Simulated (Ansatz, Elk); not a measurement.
# Bonding as seen by X-rays: LuHg3, part 2 of 2

The structure of LuHg3 used here is made up (a known structure type with other elements) and was relaxed beforehand with PBE. The aim is the Fourier transform of its all-electron density, F(hkl), set beside the sum over free spherical atoms that refinements use.

Elk 11.2.3 (patched build); all-electron DFT.

So far: The starting structure; Ground state and structure factors; The highest occupied states alone.

The structure was built from a prototype and need not be the compound's stable phase.

## (4) Another functional

Level of this step: DFT, LDA (Perdew-Wang), all-electron APW+lo, Dirac cores, scalar-relativistic bands, static density, no spin (Elk).

The difference from free atoms is small, so it is set against the change that LDA (Perdew-Wang) makes.

Contents of elk.in:

```
tasks
  0
  195

xctype
  3

spinpol
  .false.

rgkmax
  7.0

gmaxvr
  14.0

lmaxo
  7

lmaxapw
  8

swidth
  0.002

tshift
  .false.

ramdisk
  .false.

hmaxvr
  5.5

maxscl
  120

epspot
  1e-06

sppath
  './'

avec
  -0.00000000000 6.80617751973 6.80617751973
  6.80617751973 0.00000000000 6.80617751973
  6.80617751973 6.80617751973 0.00000000000

atoms
  2
  'Hg.in'
  3
  0.7500000000 0.7500000000 0.7500000000   0.000000 0.000000 0.000000
  0.5000000000 0.5000000000 0.5000000000   0.000000 0.000000 0.000000
  0.2500000000 0.2500000000 0.2500000000   0.000000 0.000000 0.000000
  'Lu.in'
  1
  -0.0000000000 0.0000000000 0.0000000000   0.000000 0.000000 0.000000

ngridk
  6 6 6
```

The run is started by

```sh
$ OMP_NUM_THREADS=4 elk
```

Numbers of over 12 decimals in the logs are rounded to 6 here.

The log of the run:

```text
┌─────────────────────────┐
│ Elk code version 11.2.3 │
└─────────────────────────┘

All units are atomic (Hartree, Bohr, etc.)

┌─────────────────────────────────────────────────┐
│ Ground-state run starting from atomic densities │
└─────────────────────────────────────────────────┘

Lattice vectors :
  -0.000000000       6.806177520       6.806177520
   6.806177520       0.000000000       6.806177520
   6.806177520       6.806177520       0.000000000

Reciprocal lattice vectors :
 -0.4615795936      0.4615795936      0.4615795936
[...]
valence                     :    79.00000000
 interstitial                :    4.867990892
 muffin-tins (core leakage)
  species : 1 (Hg)
[...]
atom 3                    :    79.04308624     (  0.6386637843E-04)
  species : 2 (Lu)
   atom 1                    :    69.08718462     ( -0.4407390499E-05)
 total in muffin-tins        :    306.1320091
 total calculated charge     :    310.9993678
 total charge                :    311.0000000
 error                       :   0.6321560418E-03

┌──────────────────────────────┐
│ Self-consistent loop stopped │
└──────────────────────────────┘

Wrote STATE.OUT
[key lines of the parts left out:]
total energy                :     -73525.535747046
```

Run time: 14 s. Hardware: 4 threads of Arm Neoverse V2, shared host; peak memory 0.16 GiB.

Against the first run R = 0.01 %; the largest change is -0.052 at 400.

## (5) A coarser k-mesh

About half the k-points along each axis test the sampling.

Changes to elk.in since step 4:

```diff
@@ -5,3 +5,3 @@
 xctype
-  3
+  20
 
@@ -60,2 +60,2 @@
 ngridk
-  6 6 6
+  3 3 3
```

The run is started by

```sh
$ OMP_NUM_THREADS=4 elk
```

The log of the run:

```text
┌─────────────────────────┐
│ Elk code version 11.2.3 │
└─────────────────────────┘

All units are atomic (Hartree, Bohr, etc.)

┌─────────────────────────────────────────────────┐
│ Ground-state run starting from atomic densities │
└─────────────────────────────────────────────────┘

Lattice vectors :
  -0.000000000       6.806177520       6.806177520
   6.806177520       0.000000000       6.806177520
   6.806177520       6.806177520       0.000000000

Reciprocal lattice vectors :
 -0.4615795936      0.4615795936      0.4615795936
[...]
valence                     :    79.00000000
 interstitial                :    4.882838543
 muffin-tins (core leakage)
  species : 1 (Hg)
[...]
atom 3                    :    79.05794846     (  0.7066638267E-04)
  species : 2 (Lu)
   atom 1                    :    69.03551054     (  0.3136202480E-06)
 total in muffin-tins        :    306.1171615
 total calculated charge     :    310.9991522
 total charge                :    311.0000000
 error                       :   0.8478278480E-03

┌──────────────────────────────┐
│ Self-consistent loop stopped │
└──────────────────────────────┘

Wrote STATE.OUT
[key lines of the parts left out:]
total energy                :     -73566.647963417
```

Wall time 18 s (4 threads); peak memory 0.21 GiB; 34 s of CPU time.

Against the first run R = 0.01 %; the largest change is +0.027 at 111.

## (6) Basis size

A smaller basis shows how fast F responds to it; the change is likely larger than the basis error of the first run, but doesn't show convergence.

Changes to elk.in since step 5:

```diff
@@ -11,3 +11,3 @@
 rgkmax
-  7.0
+  5.5
 
@@ -60,2 +60,2 @@
 ngridk
-  3 3 3
+  6 6 6
```

The run is started by

```sh
$ OMP_NUM_THREADS=4 elk
```

The log of the run:

```text
┌─────────────────────────┐
│ Elk code version 11.2.3 │
└─────────────────────────┘

All units are atomic (Hartree, Bohr, etc.)

┌─────────────────────────────────────────────────┐
│ Ground-state run starting from atomic densities │
└─────────────────────────────────────────────────┘

Lattice vectors :
  -0.000000000       6.806177520       6.806177520
   6.806177520       0.000000000       6.806177520
   6.806177520       6.806177520       0.000000000

Reciprocal lattice vectors :
 -0.4615795936      0.4615795936      0.4615795936
[...]
valence                     :    79.00000000
 interstitial                :    5.135742474
 muffin-tins (core leakage)
  species : 1 (Hg)
[...]
atom 3                    :    78.97941305     (  0.7082028417E-04)
  species : 2 (Lu)
   atom 1                    :    69.01385318     (  0.3220067626E-06)
 total in muffin-tins        :    305.8642575
 total calculated charge     :    310.9994643
 total charge                :    311.0000000
 error                       :   0.5357413972E-03

┌──────────────────────────────┐
│ Self-consistent loop stopped │
└──────────────────────────────┘

Wrote STATE.OUT
[key lines of the parts left out:]
total energy                :     -73566.425739277
```

Wall time 22 s (4 threads); peak memory 0.19 GiB.

Against the first run R = 0.02 %; the largest change is +0.142 at 400.

## (7) Settings against the effect

| run | R against the first run (%) | R against neutral atoms, low angle (%) | wall time |
| --- | --- | --- | --- |
| PBE, rgkmax 7 | 0.00 | 0.24 | 24 s |
| LDA (Perdew-Wang) | 0.01 | 0.25 | 14 s |
| k-mesh 3×3×3 | 0.01 | 0.23 | 18 s |
| rgkmax 5.5 | 0.02 | 0.23 | 22 s |

## (8) Outcome

- R against neutral atoms, sin θ/λ < 0.3 Å⁻¹: 0.24 %
- R against neutral atoms, 0.3 to 0.82 Å⁻¹: 0.25 %

What this shows: Independent neutral atoms miss the calculated amplitudes by R = 0.24 % below 0.3 Å⁻¹ and 0.25 % from there to 0.82 Å⁻¹; by shells, 0.50 % below 0.15 Å⁻¹ (2 forms), 0.23 % 0.15 to 0.3 (4 forms), 0.14 % 0.3 to 0.45 (10 forms), 0.27 % above 0.45 (53 forms). Bonding, aspherical density and the tables' own atoms all enter these figures, and the runs don't part them. The largest change of an amplitude is -0.57 electrons, at 220. The window's part falls from 53.0 electrons at the origin to at most 6.21 between 0.45 and 0.82 Å⁻¹, where compact states inside the window still scatter. Below 0.3 Å⁻¹ the changes that finished (LDA (Perdew-Wang), k-mesh 3×3×3 and rgkmax 5.5) move F by R = 0.03 % at most, against the 0.24 % that separates it from free atoms. Spin-orbit coupling is left out, which can matter for elements this heavy. Part of the difference isn't bonding: the tables are fits to free atoms and ions calculated by other methods than this functional. Thermal motion, anomalous dispersion and extinction are left out.

[Logs are printed without paths, hosts, clocks, repeated set-up lines and the standing remarks that a program may print on its own settings, such as how far it seeks lower states.]

[Hosts, paths, dates, database ids (printed as entryN), source tags and the programs' standing remarks are cut or masked in the printed files.]
